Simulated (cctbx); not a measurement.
**Interatomic vectors of K2VInF6**

Space group Fm-3m (no. 225), a = 9.2830 Å, b = 9.2830 Å, c = 9.2830 Å, α = 90.00°, β = 90.00°, γ = 90.00°, content In4 V4 K8 F24.

The data are simulated with cctbx, not measured: Ag Kα, λ = 0.56087 Å, to d = 0.65 Å, 50 % of the full sphere, strongest reflection 20000 counts, noise from counting, a 4 % proportional error and a noise floor of 4 counts (s.d.); no absorption.

Patterson synthesis, origin scaled to 1000:

```text
Patterson group F m -3 m
      u       v       w   height  length (A)
  0.000   0.000   0.000   1000.0     0.00
  0.000   0.000   0.500    771.9     4.64
  0.250   0.250   0.250    563.1     4.02
  0.000   0.000   0.253    221.3     2.35
  0.000   0.250   0.250    119.7     3.28
```

Q: Assign the vectors.

A peak at u stands for all pairs with xi − xj = u, with weight Σ ZiZj against Σ Z² = 16552 at the origin. Peak heights follow these weights only roughly, since form factors, motion and series ripples differ, all vectors within 0.55 Å of a peak are counted as merged into it though the farther ones add only part of their weight, and F(000) is left out, which lowers the whole map:

| u | v | w | shortest length (Å) | height | 1000 ΣZiZj/ΣZ² | pairs in the cell |
| --- | --- | --- | --- | --- | --- | --- |
| 0.000 | 0.000 | 0.500 | 4.64 | 772 | 837 | 8 × In–V, 8 × K–K, 24 × F–F |
| 0.250 | 0.250 | 0.250 | 4.02 | 563 | 661 | 8 × In–K, 8 × V–K |
| 0.000 | 0.000 | 0.253 | 2.35 | 221 | 313 | 8 × In–F, 8 × V–F |
| 0.000 | 0.250 | 0.250 | 3.28 | 120 | 244 | 16 × K–F, 16 × F–F |

The table stops at ten peaks or at a height of 45, below which ripples compete. In the model behind the data In, the heaviest element, has 1 independent site: (1/2, 0, 0), up to an allowed shift of origin. No listed peak is a In–In vector, so the position follows from the cell content and the cross vectors. The whole model:

| atom | mult. | x | y | z | Ueq (Å²) |
| --- | --- | --- | --- | --- | --- |
| In1 | 4 | 1/2 | 0 | 0 | 0.0225 |
| V1 | 4 | 0 | 0 | 0 | 0.0205 |
| K1 | 8 | 1/4 | 3/4 | 3/4 | 0.0318 |
| F1 | 24 | 0 | 0 | 0.7580 | 0.0247 |

The model was made for the exercise: a known structure type with other elements put in, its volume estimated, not relaxed; displacement parameters are assumed.

[Logs are printed without paths, hosts, clocks, repeated set-up lines and the standing remarks that a program may print on its own settings, such as how far it seeks lower states.]
